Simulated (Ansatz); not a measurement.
# Antimonene bilayer (AA') in a perpendicular field, part 3 of 3

Aim: how the antimonene bilayer (AA') screens a field along its normal, and what the field does to its bands. A positive field points along +c.

Ansatz 0.2.0; plane-wave DFT, PBEsol-D3(BJ), Ansatz PAW (the session's first sound run).

So far, gap, the smaller of path and mesh (eV): step 3 (atoms held, field 0) 0.657; step 5 (field -0.03 V/Å) 0.655; step 6 (field 0.15 V/Å) 0.619; step 7 (field 0.25 V/Å) 0.574; step 8 (field -0.25 V/Å) 0.574.

## 9. Response, atoms held

This step: plane-wave DFT, PBEsol-D3(BJ), Ansatz PAW; response to a field along the normal, atoms held (Ansatz 0.2.0).

The dipoles give the slope, and the difference of two potentials shows where the field is screened.

This step gave:

| Quantity | Value |
| --- | --- |
| equivalent conductor thickness p/(ε₀AE) | 9.300 Å |
| distance between the outer atoms | 7.152 Å |

Table of dipole of the cell by applied field:

```csv
applied field (V/Å),dipole of the cell (e·Å)
-0.250,-0.178
-0.030,-0.0213
0.000,0
0.030,0.0213
0.150,0.107
0.250,0.178
```

Local field over the applied field, running mean. From the potentials at -0.03 and 0.03 V/Å; running mean over 2.5 Å. The local field over applied field by z:

z (Å), local field over applied field and a bar from the least value:
```
      4.5      0.995 ##############################
      5.0      0.987 ##############################
      5.5      0.968 #############################
      6.0      0.925 ############################
      6.5      0.837 #########################
      7.0      0.699 #####################
      7.5      0.531 ################
      8.0      0.355 ###########
      8.5      0.193 ######
      9.0      0.074 ##
      9.5      0.013 
     10.0     -0.001 
     10.5      0.026 #
     11.0      0.098 ###
     11.5      0.191 ######
     12.0      0.269 ########
     12.5      0.300 #########
     13.0      0.284 #########
     13.5      0.218 #######
     14.0      0.126 ####
     14.5      0.044 #
     15.0      0.003 
     15.5      0.005 
     16.0      0.049 #
     16.5      0.151 #####
     17.0      0.303 #########
     17.5      0.477 ##############
     18.0      0.650 ####################
     18.5      0.800 ########################
     19.0      0.904 ###########################
     19.5      0.958 #############################
     20.0      0.983 ##############################
     20.5      0.993 ##############################
     21.0      0.997 ##############################
```

Electrons, planar mean, per unit field. Induced electron density against z:

```csv
z (Å),induced electron density (e/Å³ per V/Å)
4.5,2.4e-5
5.0,6.2e-5
5.5,1.6e-4
6.0,3.8e-4
6.5,9.0e-4
7.0,0.00187
7.5,0.00298
8.0,0.00278
8.5,0.00113
9.0,9.3e-4
9.5,2.7e-4
10.0,-1.2e-4
10.5,-5.3e-4
11.0,-7.0e-4
11.5,-0.00181
12.0,-0.00188
12.5,-2.8e-4
13.0,0.00148
13.5,0.00210
14.0,8.4e-4
14.5,6.6e-4
15.0,2.1e-4
15.5,-1.7e-4
16.0,-7.1e-4
16.5,-0.00103
17.0,-0.00226
17.5,-0.00315
18.0,-0.00223
18.5,-0.00114
19.0,-5.0e-4
19.5,-2.1e-4
20.0,-8.3e-5
20.5,-3.2e-5
21.0,-1.2e-5
```

The smaller of the gaps on the path and on the k-mesh, counted as 0 under 0.03 eV. Table of gap by applied field:

```csv
applied field (V/Å),gap (eV)
-0.250,0.574
-0.030,0.655
0.000,0.657
0.030,0.655
0.150,0.619
0.250,0.574
```

By hand: between -0.03 and 0.03 V/Å the dipole changes by 0.04264 e·Å, a slope of 0.7107 e·Å²/V. A perfect conductor of thickness t has p = ε₀AEt, so t = 180.95 × 0.7107 / 13.828 = 9.30 Å (e/ε₀ = 180.95 V·Å, A in Å²).

The induced dipole is that of a conductor 9.30 Å thick.

## 10. With spin-orbit coupling

This step: plane-wave DFT, PBE, fully relativistic PAW with spin-orbit coupling (Ansatz 0.2.0).

Heavy atoms split their bands by spin-orbit coupling, so this run uses fully relativistic files and two-component states.

The input, input.yaml:

```yaml
crystal:
  lattice:
    - [3.9959055679, 0.0, 0.0]
    - [-1.9979527839, 3.4605557329, 0.0]
    - [0.0, 0.0, 25.1516206376]
  atoms:
    - { symbol: Sb, position: [0.6666666667, 0.3333333333, 0.3578298246] }
    - { symbol: Sb, position: [0.3333333333, 0.6666666667, 0.4234912791] }
    - { symbol: Sb, position: [0.3333333333, 0.6666666667, 0.5765087209] }
    - { symbol: Sb, position: [0.6666666667, 0.3333333333, 0.6421701754] }
kpoints:
  mp_grid: { grid: [12, 12, 1] }
  band_path:
    path: [[0, 0, 0], [0.5, 0, 0], [0.33333333, 0.33333333, 0], [0, 0, 0]]
    npoints: 16
hamiltonian:
  xc: pbe
  pseudopotentials: { kind: paw_fr }
magnetization:
  noncollinear: true
  spin_orbit: true
scf:
  occupations: { method: fermi_dirac, width: 0.02585 }
  convergence: { dr2_threshold: 1.0e-09 }
efield:
  axis: 3
  dipole_correction: true
  ramp_position: 0.97
  ramp_width: 0.06
  amplitude: 0
output:
  write_potential: true
  write_density: true
  volumetric_format: npy
```

The run is started by

```bash
ansatz run input.yaml --threads 4 --pin off --max-ram 6144MiB --backend cpu --events-out ev --progress --plain --runs-dir out
```

Numbers of over 12 decimals in the logs are rounded to 6 here.

The log of the run:

```text
[...]
non-collinear run that drives no moment, with spin-orbit: no starting moment large enough to seed its density (crystal.atoms[].spin), no starting occupations that ask for one, no magnetisation constraint and no magnetic field, so the semilocal B_xc is pinned to zero
Crystal: 4 atoms, lattice volume = 347.798 Å³
Basis set: ecut = 420 eV, 6841 PW (Γ)
Bands: 72, of which v1, the nominal top of the filled ones, is band 60 counted from 1 (59 counted from 0)
Symmetry: 6 space group operations + 6 with time reversal
k-points: 19 of 144 (time reversal used)
Projection manifold: j_resolved (fully-relativistic pseudo-atomic orbitals)
[...]
SCF iter   1: F=—  HF=-25947.225881 eV  |F-HF|=—  |Δ(HF+E_count)|=         —  Δρ=1.16e-2  dr2=5.04e-1  dr2_m=0.00e0 (ungated)  ethr=8.22e-4  |M|=0.00e0 ∫|m|=0.00e0 μB  |m|>n=0.0e0 m-floor=0.0e0 τ_xc=0.0e0  β_m=0.30  p=-0.000 e·Å  D=-1.83e-15 V/Å  ΔV_dip=0.00 eV  dr2_dipole=2.39e-10  V_vac-E_F(+/−)=4.75/4.75 eV  ⟨swp⟩=2.0  Hψ=8552  notcnv=0
[...]
spin=Noncollinear: Resta preconditioning applied to the charge; magnetization (m_x, m_y, m_z) channels mix plain (no charge-response kernel on spin).
SCF iter   2: F=—  HF=-25947.186779 eV  |F-HF|=—  |Δ(HF+E_count)|=   3.91e-2  Δρ=8.51e-3  dr2=2.73e-1  dr2_m=0.00e0 (ungated)  ethr=8.22e-4  |M|=0.00e0 ∫|m|=0.00e0 μB  |m|>n=0.0e0 m-floor=0.0e0 τ_xc=0.0e0  β_m=0.65  p=0.000 e·Å  D=2.07e-6 V/Å  ΔV_dip=-0.00 eV  dr2_dipole=3.72e-9  V_vac-E_F(+/−)=4.57/4.57 eV  ⟨swp⟩=1.3  Hψ=1391  notcnv=0
[...]
SCF iter  11: F=-25947.150567 eV  HF=-25947.150567 eV  |F-HF|=2.66e-10  |Δ(HF+E_count)|=   6.27e-9  Δρ=2.39e-7  dr2=2.10e-10  dr2_m=0.00e0 (ungated)  ethr=1.67e-12  |M|=0.00e0 ∫|m|=0.00e0 μB  |m|>n=0.0e0 m-floor=0.0e0 τ_xc=0.0e0  p=-0.000 e·Å  D=-1.67e-7 V/Å  ΔV_dip=0.00 eV  dr2_dipole=9.73e-13  V_vac-E_F(+/−)=4.08/4.08 eV  ⟨swp⟩=4.5  Hψ=3688  notcnv=0
SCF 1 converged in 11 iterations: F = -25947.150567 eV  dr2 = 2.10e-10
[...]
SCF converged after 11 iterations
Magnetization: |M| = 0.0000 μB,  M = (+0.0000, +0.0000, +0.0000) μB
Absolute magnetization: 0.0000 μB (∫|m|)
  site 0: m = (+0.0000, +0.0000, +0.0000) μB, |m| = 0.0000 μB  (R = 1.17 Å)
  site 1: m = (+0.0000, +0.0000, +0.0000) μB, |m| = 0.0000 μB  (R = 1.17 Å)
  site 2: m = (+0.0000, +0.0000, +0.0000) μB, |m| = 0.0000 μB  (R = 1.17 Å)
  site 3: m = (+0.0000, +0.0000, +0.0000) μB, |m| = 0.0000 μB  (R = 1.17 Å)
Free energy (F): -25947.150567 eV
[...]
Internal energy: -25947.150563 eV  (E = F + TS)
E sigma→0 (E₀):  -25947.150565 eV
Entropy (-TS):   -0.000004 eV (-0.001 meV/atom)
Fermi energy:    0.851746 eV
Dipole field:    D = 0.000001 V/Å  (p = 0.000002 e·Å, saw-weighted, corrected)
Work function:   Φ+ = 4.0833 eV   Φ− = 4.0833 eV
[...]
--- Band table (eV; the first three rows and the last of 19) ---
  k-point 0: bands = [... 56 lower, 0.5831, 0.5831, 0.6582, 0.6582, 1.9641, 1.9641, 2.3533, 2.3533, ... 8 higher]
  k-point 1: bands = [... 56 lower, 0.2470, 0.2470, 0.3398, 0.3398, 2.3724, 2.3724, 2.6033, 2.6033, ... 8 higher]
  k-point 2: bands = [... 56 lower, -0.2010, -0.2010, 0.2026, 0.2026, 1.9007, 1.9007, 2.2084, 2.2084, ... 8 higher]
  k-point 18: bands = [... 56 lower, -1.8135, -1.6379, -1.4683, -1.2677, 1.1413, 1.1673, 1.6922, 1.7096, ... 8 higher]
```

Elapsed: 89 s, on 4 threads of Arm Neoverse V2, shared host; peak memory 2.4 GiB; 5.9 min of CPU time.

This step gave:

- dipole along the normal: 1.61e-6 e·Å
- gap along the path: 0.4387 eV
- smallest direct gap along the path: 1.253 eV
- ionisation energy, upper face: 4.277 eV
- electron affinity, upper face: 3.838 eV
- gap, the smaller of path and mesh: 0.4328 eV

Electronic bands along the path, in eV, zero at the Fermi level of the run, which the smearing sets inside the gap:

```csv
point,band 57,band 58,band 59,band 60,band 61,band 62,band 63,band 64
Γ,-0.27,-0.27,-0.19,-0.19,1.11,1.11,1.50,1.50
halfway,-1.46,-1.46,-0.80,-0.80,0.47,0.47,0.96,0.96
M,-2.16,-2.16,-1.92,-1.92,0.77,0.77,1.11,1.11
halfway,-2.62,-2.52,-2.05,-1.95,0.83,0.85,1.49,1.51
K,-2.67,-2.49,-2.32,-2.12,0.29,0.32,0.84,0.86
halfway,-1.81,-1.77,-0.85,-0.81,1.20,1.24,1.79,1.90
Γ,-0.27,-0.27,-0.19,-0.19,1.11,1.11,1.50,1.50
```

The gap is 0.43 eV, with the valence edge 4.28 eV and the conduction edge 3.84 eV under the upper vacuum level.

## 11. With spin-orbit coupling, field 0.3 V/Å

The same in a field along the normal.

Edit input.yaml of step 10 so:

```diff
@@ -12,5 +12,3 @@
   mp_grid: { grid: [12, 12, 1] }
-  band_path:
-    path: [[0, 0, 0], [0.5, 0, 0], [0.33333333, 0.33333333, 0], [0, 0, 0]]
-    npoints: 16
+  band_path: { path: [[0, 0, 0], [0.12, 0, 0]], npoints: 24 }
 hamiltonian:
@@ -29,3 +27,3 @@
   ramp_width: 0.06
-  amplitude: 0
+  amplitude: 0.3
 output:
```

The log of the run:

```text
[...]
Crystal: 4 atoms, lattice volume = 347.798 Å³
Basis set: ecut = 420 eV, 6841 PW (Γ)
Bands: 72, of which v1, the nominal top of the filled ones, is band 60 counted from 1 (59 counted from 0)
Symmetry: 6 space group operations + 6 with time reversal
k-points: 19 of 144 (time reversal used)
[...]
k-point 0: bands = [... 56 lower, 0.4892, 0.4892, 0.7382, 0.7382, 1.9219, 1.9219, 2.3765, 2.3765, ... 8 higher]
  k-point 1: bands = [... 56 lower, 0.1432, 0.2613, 0.3669, 0.4154, 2.2908, 2.3332, 2.6360, 2.6442, ... 8 higher]
  k-point 2: bands = [... 56 lower, -0.1960, -0.1607, 0.2073, 0.2208, 1.8458, 1.8532, 2.2394, 2.2481, ... 8 higher]
  k-point 18: bands = [... 56 lower, -1.7497, -1.5714, -1.4627, -1.2627, 1.1090, 1.1317, 1.7138, 1.7278, ... 8 higher]
[key lines of the parts left out:]
SCF converged after 11 iterations
Magnetization: |M| = 0.0000 μB,  M = (+0.0000, +0.0000, +0.0000) μB
Free energy (F): -25947.182604 eV
Fermi energy:    0.876317 eV
Dipole field:    D = 0.111219 V/Å  (p = 0.213769 e·Å, saw-weighted, corrected)
```

It took 74 s on 4 threads; peak memory 2.4 GiB; 4.9 min of CPU time.

This step gave:

- dipole along the normal: 0.2138 e·Å
- gap along the path: 1.184 eV
- smallest direct gap along the path: 1.184 eV
- gap, the smaller of path and mesh: 0.3206 eV

The dipole is 0.214 e·Å, and the gap 0.321 eV.

## 12. Spin splitting near the zone centre

This step: plane-wave DFT, PBE, fully relativistic PAW with spin-orbit coupling; spin splitting near the zone centre (Ansatz 0.2.0).

Levels that meet at the zone centre are followed outwards; a split that grows in proportion to k gives the Rashba parameter as ΔE/2k.

This step gave:

```
largest split over 2k that stays linear in k : 0.6646 eV Å
```

Groups of levels that meet at the zone centre and whose split, tested at two k, grows in proportion to k or stays under 1 meV; groups that fail this test are left out. Spin splitting, by row:

```csv
level at the first point (eV from the Fermi level),states,split at k = 0.027 1/A (eV),split over 2k (eV Å)
-2.289,2,2.00e-4,0
-1.226,2,0.0203,0.3727
-0.7762,2,0.0362,0.6646
1.046,2,0.0153,0.2809
1.5,2,0.004,0.07343
1.971,2,0.0112,0.2056
2.214,2,0.0047,0.08629
```

## 13. The same run with other settings

This step: plane-wave DFT, PBEsol-D3(BJ), Ansatz PAW (Ansatz 0.2.0).

A run with a changed input: it repeats the earlier run at 0.03 V/Å with basis.ecutrho_ratio to 9, scf.mixing.algorithm to broyden, scf.mixing.beta to 0.9 and scf.convergence.dr2_threshold from 1e-10 to 0.0001.

input.yaml, the sections that differ from step 11:

```yaml
kpoints:
  mp_grid: { grid: [12, 12, 1] }
  band_path:
    path: [[0, 0, 0], [0.5, 0, 0], [0.33333333, 0.33333333, 0], [0, 0, 0]]
    npoints: 16
hamiltonian:
  xc: pbesol
  dispersion: d3bj
scf:
  occupations: { method: fermi_dirac, width: 0.02585 }
  convergence: { dr2_threshold: 0.0001 }
  mixing: { algorithm: broyden, beta: 0.9 }
efield:
  axis: 3
  dipole_correction: true
  ramp_position: 0.97
  ramp_width: 0.06
  amplitude: 0.03
basis:
  ecutrho_ratio: 9
# crystal, output: as in step 11
# magnetization: removed
```

The log of the run:

```text
[...]
Crystal: 4 atoms, lattice volume = 347.798 Å³
Basis set: ecut = 420 eV, 6841 PW (Γ)
Bands: 36, of which v1, the nominal top of the filled ones, is band 30 counted from 1 (29 counted from 0)
Symmetry: 6 space group operations
k-points: 19 of 144 (time reversal used)
[...]
SCF iter   7: F=-25632.689617 eV  HF=-25632.689617 eV  |F-HF|=1.45e-7  |Δ(HF+E_count)|=   3.51e-5  Δρ=2.62e-5  dr2=3.47e-6  ethr=1.67e-7  p=0.021 e·Å  D=1.11e-2 V/Å  ΔV_dip=-0.28 eV  dr2_dipole=1.15e-7  V_vac-E_F(+/−)=4.50/4.09 eV  ⟨swp⟩=4.4  Hψ=2568  notcnv=0
SCF 1 converged in 7 iterations: F = -25632.689617 eV  dr2 = 3.47e-6
[...]
SCF converged after 7 iterations
Stability not checked: this state was not tested for a lower state beside it, because the mixer in use, unlike msr1, does not test its closes by its own steps (another_mixer; see scf.mixing.algorithm and scf.lower_state_search)
Free energy (F): -25632.689617 eV
[...]
Internal energy: -25632.689617 eV  (E = F + TS)
E sigma→0 (E₀):  -25632.689617 eV
Entropy (-TS):   -0.000000 eV (-0.000 meV/atom)
Fermi energy:    0.607086 eV
Dipole field:    D = 0.010779 V/Å  (p = 0.020717 e·Å, saw-weighted, corrected)
Work function:   not extracted (applied field tilts the vacuum); planar V_es + V_field profile in the machine report
[...]
--- Band table (eV; the first three rows and the last of 19) ---
  k-point 0: bands = [... 26 lower, 0.2175, 0.2175, 0.2935, 0.2935, 1.8725, 2.3592, 2.9830, 2.9830, ... 2 higher]
  k-point 1: bands = [... 26 lower, -0.5263, 0.0012, 0.0224, 0.0981, 2.3332, 2.6569, 2.9001, 3.1525, ... 2 higher]
  k-point 2: bands = [... 26 lower, -1.1990, -0.4035, -0.3282, 0.0295, 1.8031, 2.1228, 3.4502, 3.5087, ... 2 higher]
  k-point 18: bands = [... 26 lower, -2.4218, -1.9969, -1.8083, -1.4548, 1.0186, 1.5856, 3.1126, 3.1642, ... 2 higher]
```

The job ended after 11 s (4 threads; peak memory 0.93 GiB; 43 s of CPU time).

```csv
quantity,this run,earlier run,difference
dipole along the normal (e·Å),0.02072,0.02132,-6.0e-4
gap along the path (eV),0.6607,0.6606,7.2e-5
smallest direct gap along the path (eV),1.244,1.245,-5.4e-4
```

What moves beyond 0.01 in its unit (for the dipole 0.5 % and 5e-5 e·Å): dipole along the normal (-0.000604 e·Å).

The change shows in the results, which are not taken further.

## 14. What came out

```json
{
  "gap without field": "0.657 eV",
  "ionisation energy, upper face": "4.61 eV",
  "electron affinity, upper face": "3.95 eV",
  "equivalent conductor thickness, atoms held": "9.30 Å",
  "largest split over 2k that stays linear in k at 0.3 V/Å": "0.665 eV Å"
}
```

What this shows: The induced dipole equals that of a perfect conductor 9.30 Å thick, while the outer atoms lie 7.15 Å apart; an out-of-plane ε follows only once a thickness t is chosen, by 1 − 1/ε = 9.30 Å / t. The gap goes from 0.66 eV to 0.57 eV at -0.25 V/Å. With the field reversed the gap is 0.57 eV at 0.25 V/Å. Semilocal functionals give gaps that are too small, and excitons are not included. The field series itself is without spin-orbit coupling. With this functional, D3(BJ) tends to leave the relaxed cell short of measured lattice constants, by some per cent.

[Logs are printed without paths, hosts, clocks, repeated set-up lines and the standing remarks that a program may print on its own settings, such as how far it seeks lower states.]

[Hosts, paths, dates, database ids (printed as entryN), source tags and the programs' standing remarks are cut or masked in the printed files.]

[Maps of the electrostatic potential energy from Ansatz leave out the sawtooth potential of an applied field or a dipole correction, so their vacuum need not be flat; planar profiles and work functions include it.]
